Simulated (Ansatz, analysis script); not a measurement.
# LaCrAsO: turning one moment

How well does a Heisenberg term describe LaCrAsO? One moment is turned under a constraint.

Method: LDA, PAW set soft_1 (files made for PBE), in Ansatz 0.2.0.

This is a report of a sequence of runs, with most program output left out.

**1. Starting point**

The structure is tetragonal, space group P4/nmm (No. 129). Conventional cell: a = 4.041 Å, b = 4.041 Å, c = 8.986 Å, α = 90.00°, β = 90.00°, γ = 90.00°. Nearest to La lie 4 O at 2.36 Å. Nearest to Cr lie 4 As at 2.49 Å. Nearest to As lie 4 Cr at 2.49 Å. O has 4 La at 2.36 Å nearest. Farther neighbours and most contacts between anions are not listed.

The cell of this run holds 8 atoms, 2 of them with a starting moment; values «a cell» refer to the cell of the run in question.

**2. Collinear start 1: ferro ++**

The order that a run ends on hangs on its start, so several orders are typed and the lowest is carried on.

Input file input.yaml:

```yaml
crystal:
  lattice:
    - [4.0412, 0.0, 0.0]
    - [0.0, 4.0412, 0.0]
    - [0.0, 0.0, 8.9863]
  atoms:
    - { symbol: La, position: [0.5, 0.0, 0.1365] }
    - { symbol: La, position: [0.0, 0.5, 0.8635] }
    - { symbol: Cr, position: [0.0, 0.0, 0.5], spin: 2.5 }
    - { symbol: Cr, position: [0.5, 0.5, 0.5], spin: 2.5 }
    - { symbol: As, position: [0.5, 0.0, 0.6625] }
    - { symbol: As, position: [0.0, 0.5, 0.3375] }
    - { symbol: O, position: [0.0, 0.0, 0.0] }
    - { symbol: O, position: [0.5, 0.5, 0.0] }
magnetization:
  spin_polarized: true
kpoints:
  mp_grid: { grid: [6, 6, 4] }
hamiltonian:
  xc: lda
  pseudopotentials: { kind: paw, azcp: { folder: soft_1 }, xc_functional: pbe }
scf:
  occupations: { method: fermi_dirac, width: 0.05 }
  max_iter: 120
  convergence: { dr2_threshold: 1.0e-08 }
  lower_state_search: "off"
output:
  write_density: true
  write_potential: true
  elf: true
  volumetric_format: npy
```

Launch:

```sh
ansatz run input.yaml --threads 4 --pin off --max-ram 8192MiB --backend cpu --events-out ev --progress --plain --runs-dir out
```

Run time: 18 s. Hardware: 4 threads of Arm Neoverse V2, shared host; peak memory 0.77 GiB.

It ends ferromagnetic, with 1.92 μB on the largest site.

**3. Collinear start 2: antiferro +-**

A self-consistent run from these starting moments shows which magnetic state they lead to.

Changes to input.yaml since step 2:

```diff
@@ -9,3 +9,3 @@
     - { symbol: Cr, position: [0.0, 0.0, 0.5], spin: 2.5 }
-    - { symbol: Cr, position: [0.5, 0.5, 0.5], spin: 2.5 }
+    - { symbol: Cr, position: [0.5, 0.5, 0.5], spin: -2.5 }
     - { symbol: As, position: [0.5, 0.0, 0.6625] }
@@ -26,6 +26 @@
   lower_state_search: "off"
-output:
-  write_density: true
-  write_potential: true
-  elf: true
-  volumetric_format: npy
```

Elapsed: 21 s, on 4 threads; peak memory 0.71 GiB; 77 s of CPU time.

It ends antiferromagnetic, with 2.20 μB on the largest site.

**4. The collinear states**

```tsv
typed order	atoms	final state	energy (meV/atom)	largest moment (μB)
ferro ++	8	ferromagnetic	25.57	1.92
antiferro +-	8	antiferromagnetic	0.00	2.20
```

The session goes on from the lowest state with moments found, typed antiferro +-.

Spin moment in the atom's sphere by atom:

```tsv
atom	spin moment in the atom's sphere (μB)
La1	0.00
La2	0.00
Cr3	2.20
Cr4	-2.20
As5	0.00
As6	0.00
O7	-0.01
O8	0.01
```

Tables count atoms from 1; parts of the log count from 0.

**5. The same state on a denser mesh**

Levels at the Fermi energy are partly filled, so moments and energy differences can hang on the k-mesh, and the state is solved again on a denser one.

input.yaml, the sections that differ from step 3:

```yaml
crystal:
  lattice:
    - [4.0412, 0.0, 0.0]
    - [0.0, 4.0412, 0.0]
    - [0.0, 0.0, 8.9863]
  atoms:
    - { symbol: La, position: [0.5, 0.0, 0.1365] }
    - { symbol: La, position: [0.0, 0.5, 0.8635] }
    - { symbol: Cr, position: [0.0, 0.0, 0.5], spin: 2.2 }
    - { symbol: Cr, position: [0.5, 0.5, 0.5], spin: -2.2 }
    - { symbol: As, position: [0.5, 0.0, 0.6625] }
    - { symbol: As, position: [0.0, 0.5, 0.3375] }
    - { symbol: O, position: [0.0, 0.0, 0.0] }
    - { symbol: O, position: [0.5, 0.5, 0.0] }
kpoints:
  mp_grid: { grid: [10, 10, 5] }
basis:
  ecutwfc: 420.0
checkpoint:
  read: start
  write: ck
  compress: false
  write_wavefunctions: false
  write_every: 100000
# magnetization, hamiltonian, scf: as in step 3
```

The job ended after 28 s (4 threads; peak memory 1 GiB).

Spin moment in the atom's sphere by atom:

```tsv
atom	spin moment in the atom's sphere (μB)
La1	0.00
La2	0.00
Cr3	2.18
Cr4	-2.18
As5	0.00
As6	0.00
O7	-0.01
O8	0.01
```

The run ends antiferromagnetic, with a net moment of 0 μB a cell.

**6. The batch**

A canted state is in general not stationary, so a lock holds the direction of each moment by a field that the run finds for itself, with a floor under its size so that it cannot collapse. One batch solves all states on one mesh, so that their energies can be subtracted.

The input counts atoms from 0. Atom 3 (Cr) is the turned one, and with it all its lattice images.

The runs on spinors take the mesh 7×7×4.

input.yaml, the sections that differ from step 5:

```yaml
crystal:
  lattice:
    - [4.0412, 0.0, 0.0]
    - [0.0, 4.0412, 0.0]
    - [0.0, 0.0, 8.9863]
  atoms:
    - { symbol: La, position: [0.5, 0.0, 0.1365] }
    - { symbol: La, position: [0.0, 0.5, 0.8635] }
    - { symbol: Cr, position: [0.0, 0.0, 0.5], spin: 2.18, spin_axis: [0.0, 0.0, 1.0] }
    - { symbol: Cr, position: [0.5, 0.5, 0.5], spin: 2.18, spin_axis: [0.0, 0.0, -1.0] }
    - { symbol: As, position: [0.5, 0.0, 0.6625] }
    - { symbol: As, position: [0.0, 0.5, 0.3375] }
    - { symbol: O, position: [0.0, 0.0, 0.0] }
    - { symbol: O, position: [0.5, 0.5, 0.0] }
kpoints:
  mp_grid: { grid: [7, 7, 4] }
magnetization:
  noncollinear: true
magnetic_configurations:
  lock: { kind: ray, floor_fraction: 0.25 }
  seed: rotate
  angular_fan:
    site: 3
    rotation_axis: [0, 1, 0]
    angles_deg: [0, 30, 60, 90, 135, 180]
# hamiltonian, scf, basis: as in step 5
# checkpoint: removed
```

Run time: 44 min. Hardware: 4 threads; peak memory 4.5 GiB.

The batch gives an energy and a set of moments for each member that converges.

**7. Analysis**

All numbers here come from the batch. Energies are free energies plus the run's first-order correction to the targets, less the reference.

```tsv
angle (°)	energy (meV a cell)	turned moment (μB)
0	0.00	2.171
30	11.58	2.194
60	31.76	2.209
90	83.85	2.135
135	170.58	1.915
180	202.07	1.821
```

**8. Summary of results**

* energy at 180°: 202 meV a cell
* turned moment: 2.17 μB at 0°, 1.82 μB at 180°

**Reading.** Every turn costs energy, 202 meV a cell at 180°, so the antiferromagnetic reference is stable against this one rotation; no orders other than those typed and the 180° state were run. The turned moment goes from 2.17 to 1.82 μB, so its size depends on the angle, which a model of rigid spins leaves out. A bilinear and a biquadratic term do not describe the curve, so no constants are given. Spin–orbit coupling is switched off, and couplings of the turned atom to its own lattice images don't enter, since these turn with it. The mesh is coarse for a state with partly filled levels, so small values and close rankings are not settled. Energies are free energies at a smearing of 0.05 eV, and with partly filled levels differences shift, at times strongly, as the smearing goes to zero. In doubt: the program's search for lower states was switched off, so a lower magnetic state than those reached may exist.

[Logs and program files are shortened in this print: banners, set-up blocks, solver, clock and traceback lines can be left out without a mark of their own.]

[Logs are printed without paths, hosts, clocks, repeated set-up lines and the standing remarks that a program may print on its own settings, such as how far it seeks lower states.]

[Hosts, paths, dates, database ids (printed as entryN), source tags and the programs' standing remarks are cut or masked in the printed files.]
